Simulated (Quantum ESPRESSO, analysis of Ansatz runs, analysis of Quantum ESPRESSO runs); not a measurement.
# Substitutional N in diamond: charge-transition level, PBE (Quantum ESPRESSO), part 2 of 4

Subject: substitutional N in diamond. Wanted: its charge-transition level, in one set-up (PBE, GBRV 1.5 PBE, 64-site cell, PBE lattice, k: the zone centre alone then 2x2x2 shifted, started with the impurity moved along one bond, dielectric constants 5.7 and 5.7 (handbook)). The model is a cell of 64 host atoms with 1 C taken out and 1 N put in. The level is the Fermi energy at which two charge states have equal formation energy, after a correction for the images of the charge. A local or semilocal functional is the cheapest first rung.

Quantum ESPRESSO 7.5; PBE, GBRV 1.5 PBE, 64-site cell, PBE lattice, k: the zone centre alone then 2x2x2 shifted, started with the impurity moved along one bond, dielectric constants 5.7 and 5.7 (handbook).

So far: Set-up; Relaxation, charge +1.

## (3) Single point, charge +1

The relaxed structure is kept, and the final numbers are taken at the final level and k-points.

This step: Quantum ESPRESSO plane-wave DFT, PBE, GBRV 1.5 PBE potentials; single point of a defect supercell.

The input, pw.in:

```
&CONTROL
  calculation = 'scf'
  prefix = 'pwscf'
  outdir = './tmp'
  pseudo_dir = './pseudo'
  tprnfor = .true.
  disk_io = 'low'
/
&SYSTEM
  ibrav = 0
  nat = 64
  ntyp = 2
  ecutwfc = 45
  ecutrho = 360
  nbnd = 132
  occupations = 'smearing'
  smearing = 'fd'
  degauss = 0.00073499
  tot_charge = 1
  nosym = .true.
/
&ELECTRONS
  conv_thr = 6d-08
  electron_maxstep = 100
  mixing_beta = 0.5
/
ATOMIC_SPECIES
C     12.0110 c_pbe_v1.2.uspp.F.UPF
N     14.0070 n_pbe_v1.2.uspp.F.UPF
CELL_PARAMETERS angstrom
   7.1418068620    0.0000000000    0.0000000000
   0.0000000000    7.1418068620    0.0000000000
   0.0000000000    0.0000000000    7.1418068620
ATOMIC_POSITIONS crystal
C      0.0002337627    0.0007075524    0.2495615526
C      0.0002232746    0.2501912784    0.0000727944
[... 1 atom line left out ...]
C      0.2490338374    0.2495048287    0.2488841716
C      0.1253125613    0.1257924225    0.3759508148
C      0.1253174523    0.3765766101    0.1251626891
C      0.3761152348    0.1257967151    0.1251796456
N      0.3751282675    0.3755915884    0.3749784086
[... 5 atom lines left out ...]
C      0.1253452763    0.3746001753    0.6247974100
C      0.3741174701    0.1258404182    0.6247966062
[... 11 atom lines left out ...]
C      0.2490729330    0.5016589588    0.5010399660
[... 9 atom lines left out ...]
C      0.6249482945    0.1258337671    0.3739875750
[... 4 atom lines left out ...]
C      0.5011889394    0.2495740196    0.5010306936
[... 3 atom lines left out ...]
C      0.6249199558    0.3765891428    0.6247640927
[... 2 atom lines left out ...]
C      0.5012033139    0.5016644774    0.2489396817
[... 14 atom lines left out ...]
C      0.8750815366    0.8755730736    0.8749412842
K_POINTS automatic
2 2 2 1 1 1
```

The input, pp_potential.in:

```
&INPUTPP
  prefix = 'pwscf'
  outdir = './tmp'
  filplot = 'potential.dat'
  plot_num = 11
/
&PLOT
  nfile = 1
  filepp(1) = 'potential.dat'
  iflag = 3
  output_format = 6
  fileout = 'potential.cube'
/
```

Command:

```console
OMP_NUM_THREADS=1 mpirun -n 4 pw.x -nk 2 -in pw.in > pw.out
OMP_NUM_THREADS=1 mpirun -n 4 pp.x -in pp_potential.in > pp_potential.out
```

What it wrote:

```text
[banner, memory and clock lines left out]
          URL

     bravais-lattice index     =            0
     lattice parameter (alat)  =      13.4961  a.u.
     unit-cell volume          =    2458.2209 (a.u.)^3
     number of atoms/cell      =           64
     number of atomic types    =            2
     number of electrons       =       256.00
     number of Kohn-Sham states=          132
     kinetic-energy cutoff     =      45.0000  Ry
     charge density cutoff     =     360.0000  Ry
     scf convergence threshold =      6.0E-08
     mixing beta               =       0.5000
     number of iterations used =            8  plain     mixing
     Exchange-correlation= SLA  PW   PBE  PBE
                           (   1   4   3   4   0   0   0)

     celldm(1)=  13.496059  celldm(2)=   0.000000  celldm(3)=   0.000000
     celldm(4)=   0.000000  celldm(5)=   0.000000  celldm(6)=   0.000000

     crystal axes: (cart. coord. in units of alat)
               a(1) = (   1.000000   0.000000   0.000000 )
               a(2) = (   0.000000   1.000000   0.000000 )
               a(3) = (   0.000000   0.000000   1.000000 )

     reciprocal axes: (cart. coord. in units 2 pi/alat)
               b(1) = (  1.000000  0.000000  0.000000 )
               b(2) = (  0.000000  1.000000  0.000000 )
               b(3) = (  0.000000  0.000000  1.000000 )

     PseudoPot. # 1 for C  read from file:
     c_pbe_v1.2.uspp.F.UPF
     Pseudo is Ultrasoft + core correction, Zval =  4.0
     Generated by new atomic code, or converted to UPF format
     Using radial grid of  721 points,  4 beta functions with:
                l(1) =   0
                l(2) =   0
                l(3) =   1
                l(4) =   1
     Q(r) pseudized with  8 coefficients,  rinner =    1.100   1.100   1.100

     PseudoPot. # 2 for N  read from file:
     n_pbe_v1.2.uspp.F.UPF
     Pseudo is Ultrasoft + core correction, Zval =  5.0
     Generated by new atomic code, or converted to UPF format
     Using radial grid of  729 points,  4 beta functions with:
                l(1) =   0
                l(2) =   0
                l(3) =   1
                l(4) =   1
     Q(r) pseudized with  8 coefficients,  rinner =    0.900   0.900   0.900

     atomic species   valence    mass     pseudopotential
     C                 4.00    12.01100     C ( 1.00)
     N                 5.00    14.00700     N ( 1.00)

     No symmetry found

   Cartesian axes

     site n.     atom                  positions (alat units)
         1        C      tau(   1) = (   0.0002338   0.0007076   0.2495616  )
         2        C      tau(   2) = (   0.0002233   0.2501913   0.0000728  )
         3        C      tau(   3) = (   0.2497240   0.0007076   0.0000926  )
         4        C      tau(   4) = (   0.2490338   0.2495048   0.2488842  )
         5        C      tau(   5) = (   0.1253126   0.1257924   0.3759508  )
         6        C      tau(   6) = (   0.1253175   0.3765766   0.1251627  )
         7        C      tau(   7) = (   0.3761152   0.1257967   0.1251796  )
         8        N      tau(   8) = (   0.3751283   0.3755916   0.3749784  )
         9        C      tau(   9) = (   0.0000224   0.0005018   0.7500619  )
        10        C      tau(  10) = (  -0.0001249   0.2506054   0.5000011  )
        11        C      tau(  11) = (   0.2501217   0.0003665   0.5000053  )
[...]
60        C      tau(  60) = (   0.7501930   0.7506874   0.7500533  )
        61        C      tau(  61) = (   0.6252094   0.6256974   0.8750229  )
        62        C      tau(  62) = (   0.6252028   0.8756544   0.6250740  )
        63        C      tau(  63) = (   0.8751763   0.6257016   0.6250761  )
        64        C      tau(  64) = (   0.8750815   0.8755731   0.8749413  )

     number of k points=     4  Fermi-Dirac smearing, width (Ry)=  0.0007
                       cart. coord. in units 2pi/alat
        k(    1) = (   0.2500000   0.2500000   0.2500000), wk =   0.5000000
        k(    2) = (   0.2500000   0.2500000  -0.2500000), wk =   0.5000000
        k(    3) = (   0.2500000  -0.2500000   0.2500000), wk =   0.5000000
        k(    4) = (   0.2500000  -0.2500000  -0.2500000), wk =   0.5000000

     Dense  grid:   283241 G-vectors     FFT dimensions: (  81,  81,  81)

     Smooth grid:   100377 G-vectors     FFT dimensions: (  60,  60,  60)

     Initial potential from superposition of free atoms

     starting charge     256.9974, renormalised to     256.0000
     Starting wfcs are  256 randomized atomic wfcs

     Self-consistent Calculation

     iteration #  1     ecut=    45.00 Ry     beta= 0.50
     Davidson diagonalization with overlap
     ethr =  1.00E-02,  avg # of iterations =  2.0

     total energy              =    -744.30713857 Ry
     estimated scf accuracy    <       3.84352656 Ry

     iteration #  2     ecut=    45.00 Ry     beta= 0.50
     Davidson diagonalization with overlap
     ethr =  1.50E-03,  avg # of iterations =  3.0

     total energy              =    -744.28389148 Ry
     estimated scf accuracy    <       0.63739683 Ry

     iteration #  3     ecut=    45.00 Ry     beta= 0.50
     Davidson diagonalization with overlap
     ethr =  2.49E-04,  avg # of iterations =  8.0

     total energy              =    -744.33565285 Ry
     estimated scf accuracy    <       0.13412783 Ry

     iteration #  4     ecut=    45.00 Ry     beta= 0.50
     Davidson diagonalization with overlap
     ethr =  5.24E-05,  avg # of iterations = 12.2

     total energy              =    -744.36051442 Ry
     estimated scf accuracy    <       0.00276782 Ry

     iteration #  5     ecut=    45.00 Ry     beta= 0.50
     Davidson diagonalization with overlap
     ethr =  1.08E-06,  avg # of iterations =  7.0

     total energy              =    -744.36120340 Ry
     estimated scf accuracy    <       0.00071913 Ry

     iteration #  6     ecut=    45.00 Ry     beta= 0.50
     Davidson diagonalization with overlap
     ethr =  2.81E-07,  avg # of iterations =  3.0

     total energy              =    -744.36131991 Ry
     estimated scf accuracy    <       0.00006083 Ry

     iteration #  7     ecut=    45.00 Ry     beta= 0.50
     Davidson diagonalization with overlap
     ethr =  2.38E-08,  avg # of iterations =  3.0

     total energy              =    -744.36133341 Ry
     estimated scf accuracy    <       0.00000537 Ry

     iteration #  8     ecut=    45.00 Ry     beta= 0.50
     Davidson diagonalization with overlap
     ethr =  2.10E-09,  avg # of iterations =  3.0

     total energy              =    -744.36133494 Ry
     estimated scf accuracy    <       0.00000042 Ry

     iteration #  9     ecut=    45.00 Ry     beta= 0.50
     Davidson diagonalization with overlap
     ethr =  1.62E-10,  avg # of iterations =  3.0

     total energy              =    -744.36133513 Ry
     estimated scf accuracy    <       0.00000009 Ry

     iteration # 10     ecut=    45.00 Ry     beta= 0.50
     Davidson diagonalization with overlap
     ethr =  3.33E-11,  avg # of iterations =  2.0

     End of self-consistent calculation

          k = 0.2500 0.2500 0.2500 ( 12503 PWs)   bands (ev):

    -8.5090  -7.2241  -6.5145  -6.5144  -5.8522  -5.3895  -5.3895  -4.9255
    -4.3464  -4.2900  -4.2900  -3.7589  -3.3348  -3.3347  -3.2128  -3.2127
    -3.1993  -2.5474  -2.4129  -2.4128  -1.8287  -1.3966  -1.3966  -1.3551
    -1.1573  -1.1573  -0.6215  -0.4309  -0.4309  -0.3347  -0.3207  -0.3206
     0.6472   0.7283   0.7285   1.4016   1.7352   1.7866   1.7867   1.9938
     1.9940   2.1897   2.1926   2.1927   2.5642   2.6402   2.6402   2.6901
     3.2850   3.3199   3.3200   3.5055   3.5293   3.5294   4.6585   4.6693
     4.6694   4.9026   4.9027   4.9435   5.3345   5.4231   5.4233   5.4714
     5.5659   5.5661   5.6282   5.8091   5.8092   5.9264   5.9604   5.9604
     6.5881   6.5882   6.6883   6.9525   6.9527   6.9955   7.0236   7.0565
[...]
17.3978  18.1626  18.1633  18.2547

          k = 0.2500 0.2500-0.2500 ( 12503 PWs)   bands (ev):

[...]
17.3968  18.1619  18.1631  18.2555

          k = 0.2500-0.2500 0.2500 ( 12503 PWs)   bands (ev):

[...]
17.3966  18.1621  18.1628  18.2564

          k = 0.2500-0.2500-0.2500 ( 12503 PWs)   bands (ev):

[...]
7.9423   8.0064   8.1676   8.1678   8.1771   8.4258   8.4259   8.4949
     8.5076   8.9077   8.9082   8.9230   9.0194   9.0195   9.1081   9.1084
     9.1246   9.2535   9.2636   9.2639   9.3053   9.3054   9.3286   9.7472
     9.7475   9.7958  10.3239  10.3242  10.4674  10.7320  10.7327  10.7954
    11.1612  11.2634  11.2634  11.4261  11.4265  11.4964  12.5967  12.5978
    17.3969  18.1619  18.1630  18.2556

     the Fermi energy is    14.9857 ev

!    total energy              =    -744.36133516 Ry
     estimated scf accuracy    <          7.4E-09 Ry
     smearing contrib. (-TS)   =       0.00000000 Ry
     internal energy E=F+TS    =    -744.36133516 Ry

     The total energy is F=E-TS. E is the sum of the following terms:
     one-electron contribution =     252.42433642 Ry
     hartree contribution      =      63.62502174 Ry
     xc contribution           =    -236.30027262 Ry
     ewald contribution        =    -824.11042070 Ry

     convergence has been achieved in  10 iterations

     Forces acting on atoms (cartesian axes, Ry/au):

     atom    1 type  1   force =    -0.00037938   -0.00038933    0.00003243
     atom    2 type  1   force =    -0.00025243   -0.00004646   -0.00021394
     atom    3 type  1   force =    -0.00007822   -0.00033216   -0.00034603
     atom    4 type  1   force =    -0.00091028   -0.00087778   -0.00090584
     atom    5 type  1   force =    -0.00010756   -0.00010400   -0.00062616
     atom    6 type  1   force =    -0.00012423   -0.00063506   -0.00009970
     atom    7 type  1   force =    -0.00071477   -0.00015085   -0.00015621
     atom    8 type  2   force =    -0.00002435    0.00009646   -0.00002521
     atom    9 type  1   force =    -0.00018952   -0.00019402    0.00019110
     atom   10 type  1   force =    -0.00044368   -0.00012944   -0.00010041
[...]
atom   60 type  1   force =     0.00022118    0.00016445    0.00022396
     atom   61 type  1   force =     0.00028870    0.00025435   -0.00007262
     atom   62 type  1   force =     0.00027944   -0.00010056    0.00019642
     atom   63 type  1   force =    -0.00013403    0.00021575    0.00022128
     atom   64 type  1   force =     0.00029259    0.00015899    0.00026038

     Total force =     0.005555     Total SCF correction =     0.000127
```

Run time: 84 s. Hardware: 4 MPI ranks of Arm Neoverse V1, shared host; peak memory 1.7 GiB; 5.6 min of CPU time.

(Part 2 of 4 ends here.)

[Logs are printed without paths, hosts, clocks, repeated set-up lines and the standing remarks that a program may print on its own settings, such as how far it seeks lower states.]

[Hosts, paths, dates, database ids (printed as entryN), source tags and the programs' standing remarks are cut or masked in the printed files.]

[For some hosts the program warned that the k-mesh of the response run may be too coarse for force constants and the static dielectric constant; such warnings are not shown here.]
